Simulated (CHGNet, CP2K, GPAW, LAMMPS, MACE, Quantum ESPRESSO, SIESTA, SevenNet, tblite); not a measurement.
# Running amorphous Si (114 atoms) with SIESTA

Aim: run amorphous Si (114 atoms) in SIESTA and see how near its forces come to a plane-wave reference, and at what cost.

Main program and level: SIESTA 5.4.2; the method is named at each step.

## 1. Set-up

The cell holds 114 atoms: 114 Si. Cell: a = 13.280 Å, b = 13.280 Å, c = 13.280 Å, α = 90.0°, β = 90.0°, γ = 90.0°. 114 atoms (114 Si) placed at random at 2.27 g/cm³, melted at 3500 K for 10 ps at fixed volume with the Tersoff potential (Tersoff, Phys. Rev. B 39, 5566 (1989)). Quenched from 3500 K to 700 K at 10 K/ps and fixed volume, annealed at 1200 K for 20 ps, held 5 ps.

The yardstick, on the same geometry:

| Item | Value |
| --- | --- |
| method | Kohn-Sham DFT, PBE, SSSP efficiency 1.3.0 pseudopotentials, plane waves (Quantum ESPRESSO 7.5); sssp-pbe-1.3.0-efficiency, cutoffs 45/360 Ry, Γ point |
| r.m.s. force component | 0.8128 eV/Å |
| longest force | 3.968 eV/Å |
| pressure | 0.7543 GPa |
| time | 5.9 min on 4 MPI ranks of Arm Neoverse V1, shared host |
| CPU time | 24 min |

## 2. PBE, DZP, shift 0.01 Ry, mesh 300 Ry

Method: Kohn-Sham DFT, PBE, PseudoDojo 0.4.1 norm-conserving pseudopotentials (converted to PSML), numerical atomic orbitals (DZP), diagonalisation.

The .psml files are PseudoDojo norm-conserving potentials that we converted to this format, checked against plane waves on the same files for H, C, O, Si, Ge and Ca alone.

input.fdf reads:

```
SystemLabel cell
NumberOfAtoms 114
NumberOfSpecies 1
%block ChemicalSpeciesLabel
  1 14 Si
%endblock ChemicalSpeciesLabel
LatticeConstant 1.0 Ang
%block LatticeVectors
  13.28010 0.00000 0.00000
  0.00000 13.28010 0.00000
  0.00000 0.00000 13.28010
%endblock LatticeVectors
PAO.BasisSize DZP
PAO.EnergyShift 0.01 Ry
XC.Functional GGA
XC.Authors PBE
MeshCutoff 300 Ry
%block kgrid_Monkhorst_Pack
  1 0 0 0.0
  0 1 0 0.0
  0 0 1 0.0
%endblock kgrid_Monkhorst_Pack
SolutionMethod diagon
OccupationFunction FD
ElectronicTemperature 580 K
SCF.Mixer.Method Pulay
SCF.Mixer.Weight 0.05
SCF.Mixer.History 8
SCF.Mix Hamiltonian
MaxSCFIterations 300
SCF.DM.Tolerance 1e-04
SCF.H.Tolerance 1.0e-3 eV
WriteForces T
Write.HirshfeldPop T
Write.VoronoiPop T
Write.DM F
Write.H F
XML.Write F
AtomicCoordinatesFormat Fractional
%block AtomicCoordinatesAndAtomicSpecies
  0.27271 0.45527 0.53575 1
  0.65663 0.82404 0.83841 1
  0.28044 0.28470 0.54529 1
  0.68500 0.36899 0.78863 1
  0.31388 0.48726 0.26038 1
  0.30605 0.13398 0.04851 1
  0.54733 0.54833 0.42920 1
  0.80753 0.00961 0.42012 1
  0.33360 0.61136 0.13283 1
  0.27329 0.00607 0.42592 1
  0.34828 0.90577 0.18817 1
  0.84802 0.34094 0.56586 1
  0.67982 0.59206 0.69285 1
  0.09659 0.42724 0.55374 1
  0.06306 0.54724 0.68574 1
  0.92123 0.12448 0.34078 1
  0.86481 0.62757 0.91300 1
  0.20791 0.17096 0.42061 1
  0.69556 0.72938 0.58116 1
  0.35845 0.55137 0.41212 1
  0.45202 0.23569 0.52462 1
  0.85181 0.62236 0.08458 1
  0.63891 0.42288 0.33733 1
  0.04639 0.07653 0.06183 1
  0.71649 0.73996 0.31224 1
  0.55154 0.50120 0.58959 1
  0.88905 0.75281 0.56004 1
  0.56509 0.73474 0.06295 1
  0.45168 0.03915 0.24477 1
  0.17575 0.63924 0.05761 1
  0.91976 0.10176 0.94897 1
  0.22986 0.22526 0.69826 1
  0.65896 0.45675 0.15560 1
  0.15568 0.21279 0.08226 1
  0.69617 0.10654 0.74388 1
  0.81131 0.99279 0.00140 1
  0.06117 0.93045 0.33458 1
  0.45480 0.78686 0.37452 1
  0.25671 0.77330 0.59441 1
  0.50999 0.06460 0.54133 1
  0.45079 0.96640 0.41547 1
  0.85641 0.92455 0.15657 1
  0.05285 0.77062 0.03976 1
  0.99969 0.76421 0.33941 1
  0.06921 0.70790 0.61482 1
  0.73661 0.92882 0.27675 1
  0.40102 0.03122 0.81285 1
  0.65873 0.17291 0.31677 1
  0.38140 0.73789 0.83334 1
  0.10876 0.67394 0.43203 1
  0.38440 0.52609 0.66045 1
  0.07450 0.50858 0.39427 1
  0.99628 0.28205 0.57908 1
  0.28619 0.72410 0.41791 1
  0.70243 0.22642 0.87601 1
  0.25603 0.04752 0.70885 1
[... 54 atom lines left out ...]
  0.85651 0.26712 0.96059 1
  0.63881 0.04135 0.03515 1
  0.62556 0.03781 0.21191 1
  0.22034 0.94236 0.57356 1
%endblock AtomicCoordinatesAndAtomicSpecies
```

On the command line:

```
OMP_NUM_THREADS=1 mpirun -np 2 siesta < input.fdf > output.txt
```

Output:

```text
Version         : 5.4.2
reinit: System Name:
reinit: System Label: cell
initatom: Reading input for the pseudopotentials and atomic orbitals ----------
Species number:   1 Atomic number:   14 Label: Si
Ground state valence configuration (from tables):   3s02  3p02  3d00  4f00
---- Processing specs for species: Si
GGA--PBE XC_GGA_X_PBE--XC_GGA_C_PBE pb
Si pseudopotential only contains V_ls up to l=2 -- lmxkb reset.
Using PAO.SplitTailNorm
%block ChemicalSpeciesLabel
    1   14 Si                      # Species index, atomic number, species label
%endblock ChemicalSpeciesLabel
%block PAO.Basis                 # Define Basis set
Si                    2                    # Species label, number of l-shells
 n=3   0   2                         # n, l, Nzeta
   5.392      3.847
   1.000      1.000
 n=3   1   2 P   1                   # n, l, Nzeta, Polarization, NzetaPol
   6.844      4.952
   1.000      1.000
%endblock PAO.Basis
coor:   Atomic-coordinates input format  =     Fractional
siesta: System type = bulk
initatomlists: Number of atoms, orbitals, and projectors:    114  1482  2052
siesta: ******************** Simulation parameters ****************************
Total number of electrons:   456.000000
Total ionic charge:   456.000000
 Kpoints in:            1 . Kpoints trimmed:            1
siesta: k-grid: Number of k-points = 1
siesta: k-points from Monkhorst-Pack grid
siesta: k-cutoff (effective) =     6.640 Ang
siesta: k-point supercell and displacements
siesta: k-grid:     1     0     0      0.000
siesta: k-grid:     0     1     0      0.000
siesta: k-grid:     0     0     1      0.000
                     ====================================
                        Single-point calculation
                     ====================================
outcell: Unit cell vectors (Ang):
       13.280100    0.000000    0.000000
        0.000000   13.280100    0.000000
        0.000000    0.000000   13.280100
outcell: Cell vector modules (Ang)   :   13.280100   13.280100   13.280100
outcell: Cell angles (23,13,12) (deg):     90.0000     90.0000     90.0000
outcell: Cell volume (Ang**3)        :   2342.0925
Gamma-point calculation with multiply-connected orbital pairs
Gamma-point calculation with multiply-connected orbital pairs
Folding of H and S implicitly performed
Folding of H and S implicitly performed
new_DM -- step:     1
Initializing Density Matrix...
Attempting to read DM from file... Failed...
DM filled with atomic data:
InitMesh: MESH = 144 x 144 x 144 = 2985984
InitMesh: Mesh cutoff (required, used) =   300.000   324.956 Ry
stepf: Fermi-Dirac step function
        iscf     Eharris(eV)        E_KS(eV)     FreeEng(eV)     dDmax    Ef(eV) dHmax(eV)
   scf:    1   -13015.205485   -13079.197913   -13079.337692  1.699160 -4.391757  2.957661
   scf:    2   -13081.627593   -13080.558322   -13080.694589  0.014960 -4.405803  1.515445
   scf:    3   -13082.262003   -13081.584420   -13081.722735  0.015702 -4.414316  0.756069
   scf:    4   -13082.472147   -13082.096475   -13082.242630  0.007035 -4.403691  0.404797
   scf:    5   -13082.461981   -13082.306974   -13082.458085  0.005487 -4.390276  0.241034
   scf:    6   -13082.421461   -13082.370513   -13082.524014  0.003607 -4.379959  0.168556
   scf:    7   -13082.419724   -13082.397797   -13082.553130  0.003037 -4.371984  0.120430
   scf:    8   -13082.422963   -13082.412802   -13082.569334  0.003235 -4.362256  0.053767
   scf:    9   -13082.415922   -13082.414722   -13082.571790  0.001586 -4.359455  0.046904
   scf:   10   -13082.416632   -13082.415822   -13082.572895  0.000628 -4.357719  0.026119
   scf:   11   -13082.417612   -13082.416828   -13082.573939  0.001177 -4.355870  0.009564
   scf:   12   -13082.417086   -13082.416961   -13082.574077  0.000227 -4.355586  0.006946
   scf:   13   -13082.417318   -13082.417162   -13082.574304  0.000548 -4.354969  0.003534
   scf:   14   -13082.417194   -13082.417180   -13082.574348  0.000166 -4.354791  0.002019
   scf:   15   -13082.417183   -13082.417182   -13082.574368  0.000116 -4.354691  0.001497
   scf:   16   -13082.417231   -13082.417208   -13082.574390  0.000165 -4.354685  0.000952
   scf:   17   -13082.417223   -13082.417215   -13082.574393  0.000035 -4.354717  0.000645
SCF Convergence by DM+H criterion
max |DM_out - DM_in|         :     0.0000352812
max |H_out - H_in|      (eV) :     0.0006450578
SCF cycle converged after 17 iterations
Using DM_out to compute the final energy and forces
siesta: E_KS(eV) =           -13082.4172
siesta: E_KS - E_eggbox =    -13082.4172
siesta: Atomic forces (eV/Ang):
     1    0.215633    0.502190   -0.015110
     2   -0.600125   -0.624213    0.440639
     3    0.824921   -0.896286   -1.205630
     4    0.512388    0.470806   -1.212384
     5    1.132372   -0.636416   -0.823255
     6   -0.003916   -1.071998   -0.333049
     7   -0.620395   -0.030349   -1.511081
     8    0.631257   -0.703503   -0.236321
     9   -0.278183    0.966840    1.439128
    10    1.382627   -0.582903   -0.907799
    11    0.374184   -0.633170    0.298074
    12   -3.986167    0.932713    0.687540
[...]
110    0.067794   -0.356790   -1.001748
   111   -0.709589   -0.099309    0.552712
   112    0.430745    1.476820    0.600060
   113   -1.188281    0.467865   -0.846120
   114   -0.026224    0.055249    0.708934
----------------------------------------
   Tot   -0.000393   -0.000181    0.000963
----------------------------------------
   Max    3.986167
   Res    0.851241    sqrt( Sum f_i^2 / 3N )
----------------------------------------
   Max    3.986167    constrained
Stress tensor Voigt[x,y,z,yz,xz,xy] (kbar):      -19.60       -4.63      -15.08        9.95        3.67       -6.03
(Free)E + p*V (eV/cell)   -13063.4195
Target enthalpy (eV/cell)   -13082.5744
siesta: Program's energy decomposition (eV):
siesta: Ebs     =     -4349.189246
siesta: Eions   =     22107.980634
siesta: Ena     =      7048.671170
siesta: Ekin    =      4693.289484
siesta: Enl     =      1830.366042
siesta: DEna    =       203.485675
siesta: DUscf   =        15.834951
siesta: Ex      =     -4182.604079
siesta: Ec      =      -583.479825
siesta: Exc     =     -4766.083904
siesta: Eharris =    -13082.417223
siesta: Etot    =    -13082.417215
siesta: FreeEng =    -13082.574393
siesta: Final energy (eV):
siesta:  Band Struct. =   -4349.189246
siesta:       Kinetic =    4693.289484
siesta:       Hartree =    1091.732628
siesta:         Exch. =   -4182.604079
siesta:         Corr. =    -583.479825
siesta:   Exch.-corr. =   -4766.083904
siesta:  Ion-electron =   -6248.382591
siesta:       Ion-ion =   -7852.972833
siesta:         Total =  -13082.417215
siesta:         Fermi =      -4.354717
siesta: Stress tensor (static) (eV/Ang**3):
siesta:    -0.012234   -0.003761    0.002294
siesta:    -0.003761   -0.002892    0.006207
siesta:     0.002294    0.006207   -0.009409
siesta: Cell volume =       2342.092460 Ang**3
siesta: Pressure (static):
siesta:                Solid            Molecule  Units
siesta:           0.00008908          0.00016709  Ry/Bohr**3
siesta:           0.00817853          0.01534179  eV/Ang**3
siesta:          13.10345730         24.58026005  kBar
    Orbital volume contribution        =          86.238601 eV
    (Free)E + p_basis*V_orbitals       =      -12996.335792 eV
    (Free)Eharris+ p_basis*V_orbitals  =      -12996.335800 eV
Hirshfeld Atomic Populations:
Atom #   charge [q] valence [e]  Species
     1     0.002884    3.997116  Si
     2     0.000547    3.999453  Si
     3     0.004425    3.995575  Si
     4     0.015101    3.984899  Si
     5    -0.015864    4.015864  Si
     6    -0.014989    4.014989  Si
     7    -0.007397    4.007397  Si
     8     0.010656    3.989344  Si
     9    -0.000446    4.000446  Si
    10    -0.014477    4.014477  Si
    11    -0.016098    4.016098  Si
    12     0.014357    3.985643  Si
[...]
--------------------
 Total    -0.000004
Voronoi Atomic Populations:
Atom #   charge [q] valence [e]  Species
[...]
110    -0.010409    4.010409  Si
   111     0.008788    3.991212  Si
   112     0.000113    3.999887  Si
   113    -0.016770    4.016770  Si
   114    -0.002625    4.002625  Si
--------------------
 Total    -0.000004
```

Run time: 5.1 min. Hardware: 2 MPI ranks of Arm Neoverse V1, shared host; peak memory 2.4 GiB.

Banners, paths, timers and routine set-up lines are dropped from the logs unmarked, and long logs keep their key lines alone; longer cuts are marked.

Numbers from this run, and their distance from the reference:

```yaml
r_m_s_force_component: 0.8512 eV/Å
r_m_s_difference_of_force_components: 47.05 meV/Å
longest_difference_of_force_vectors: 187.5 meV/Å
force_difference_over_r_m_s_force: 5.788 %
slope_of_forces_against_the_reference_s: 1.047
correlation_of_force_components: 0.9995
pressure: 1.31 GPa
pressure_difference: 0.556 GPa
```

The surroundings of Si12, which bears the longest force, nearest first, numbered as they follow in the input and with coordinates relative to it.

```
 atom      x      y      z  distance (Å)  bonds  Hirshfeld charge (e)     Fx     Fy  Fz (eV/Å)
 Si12   0.00   0.00   0.00          0.00      4                  0.01  -3.99   0.93       0.69
 Si53   1.97  -0.78   0.18          2.13      4                 -0.01   2.93  -1.72      -0.81
Si107  -0.63   0.54  -2.18          2.34      4                 -0.01   0.05   1.28       0.10
Si101  -0.53   1.59   1.81          2.47      4                 -0.01  -0.52  -0.10      -1.02
 Si88  -1.90  -1.55   0.56          2.52      4                  0.00   1.05   0.11      -0.41
 Si14   3.30   1.15  -0.16          3.50      4                  0.00  -0.36   1.17      -0.32
  Si4  -2.16   0.37   2.96          3.68      4                  0.02   0.51   0.47      -1.21
 Si76   2.75  -1.26   2.27          3.78      4                  0.01  -0.01  -0.74       0.22
Si109   0.78   2.22  -3.09          3.88      4                  0.00  -0.01   0.00       0.84
 Si68   2.58  -2.62  -1.41          3.94      4                 -0.01  -0.22   1.78       1.51
 Si81  -0.51  -1.03  -3.79          3.96      4                 -0.01   0.43  -1.59      -0.49
 Si72  -3.85  -0.29   1.00          3.99      5                 -0.03   0.17   1.35      -0.57
 Si87   1.26   2.12   3.18          4.03      4                  0.01  -0.04   0.00       0.75
 Si58  -2.25  -3.23  -1.07          4.08      4                 -0.01  -1.19   1.37      -0.36
```

Forces lie 5.8 % from the reference's, at 0.43 times its CPU time (on 2 against 4 cores).

## 3. PBE, SZ, shift 0.01 Ry, mesh 300 Ry

Method: Kohn-Sham DFT, PBE, PseudoDojo 0.4.1 norm-conserving pseudopotentials (converted to PSML), numerical atomic orbitals (SZ), diagonalisation.

input.fdf, as its differences from that of step 2:

```diff
@@ -12,3 +12,3 @@
 %endblock LatticeVectors
-PAO.BasisSize DZP
+PAO.BasisSize SZ
 PAO.EnergyShift 0.01 Ry
```

On the command line:

```
OMP_NUM_THREADS=1 siesta < input.fdf > output.txt
```

Output:

```text
Version         : 5.4.2
reinit: System Name:
reinit: System Label: cell
initatom: Reading input for the pseudopotentials and atomic orbitals ----------
Species number:   1 Atomic number:   14 Label: Si
Ground state valence configuration (from tables):   3s02  3p02  3d00  4f00
---- Processing specs for species: Si
GGA--PBE XC_GGA_X_PBE--XC_GGA_C_PBE pb
Using PAO.SplitTailNorm
%block ChemicalSpeciesLabel
    1   14 Si                      # Species index, atomic number, species label
%endblock ChemicalSpeciesLabel
%block PAO.Basis                 # Define Basis set
[... lines left out ...]
stepf: Fermi-Dirac step function
        iscf     Eharris(eV)        E_KS(eV)     FreeEng(eV)     dDmax    Ef(eV) dHmax(eV)
[... lines left out ...]
SCF Convergence by DM+H criterion
[... lines left out ...]
SCF cycle converged after 17 iterations
[... lines left out ...]
   Max    5.233170
[... lines left out ...]
   Max    5.233170    constrained
Stress tensor Voigt[x,y,z,yz,xz,xy] (kbar):     -117.94      -95.92     -107.50       10.64        4.63       -5.24
[... lines left out ...]
siesta: FreeEng =    -12987.359201
[... lines left out ...]
siesta:       Kinetic =    4510.822406
siesta:       Hartree =     923.086441
siesta:         Exch. =   -4118.125278
siesta:         Corr. =    -589.269552
siesta:   Exch.-corr. =   -4707.394830
siesta:  Ion-electron =   -5860.820151
siesta:       Ion-ion =   -7852.972833
siesta:         Total =  -12987.278967
siesta:         Fermi =      -3.952292
siesta: Stress tensor (static) (eV/Ang**3):
siesta:    -0.073610   -0.003272    0.002888
siesta:    -0.003272   -0.059869    0.006640
siesta:     0.002888    0.006640   -0.067097
siesta: Cell volume =       2342.092460 Ang**3
siesta: Pressure (static):
siesta:                Solid            Molecule  Units
siesta:           0.00072818          0.00080567  Ry/Bohr**3
siesta:           0.06685867          0.07397315  eV/Ang**3
siesta:         107.11940360        118.51805266  kBar
    Orbital volume contribution        =          42.166580 eV
    (Free)E + p_basis*V_orbitals       =      -12945.192621 eV
    (Free)Eharris+ p_basis*V_orbitals  =      -12945.192627 eV
Hirshfeld Atomic Populations:
Atom #   charge [q] valence [e]  Species
     1    -0.002258    4.002258  Si
     2    -0.001918    4.001918  Si
     3     0.018785    3.981215  Si
[...]
--------------------
 Total    -0.000002
Voronoi Atomic Populations:
Atom #   charge [q] valence [e]  Species
[...]
113    -0.007543    4.007543  Si
   114     0.007459    3.992541  Si
--------------------
 Total    -0.000003
```

It took 2.4 min on 1 thread; peak memory 0.98 GiB.

Numbers from this run, and their distance from the reference:

```
r.m.s. force component                  : 1.207 eV/Å
r.m.s. difference of force components   : 456.8 meV/Å
longest difference of force vectors     : 1608 meV/Å
force difference over r.m.s. force      : 56.19 %
slope of forces against the reference's : 1.444
correlation of force components         : 0.9728
pressure                                : 10.71 GPa
pressure difference                     : 9.958 GPa
```

This is a coarse setting, run to see what it loses.

Against the first run (5.8 %), the force difference from the reference is 56 %, at 0.23 times the CPU time (on 1 against 2 cores), with 456 basis functions against 1482: the smaller basis costs accuracy.

(Continued in part 2 of 2.)

[Also dropped from logs without a mark: logging warnings of Python, and SIESTA's first energy breakdown and zero terms.]

[Logs are printed without paths, hosts, clocks, repeated set-up lines and the standing remarks that a program may print on its own settings, such as how far it seeks lower states.]

[Hosts, paths, dates, database ids (printed as entryN), source tags and the programs' standing remarks are cut or masked in the printed files.]
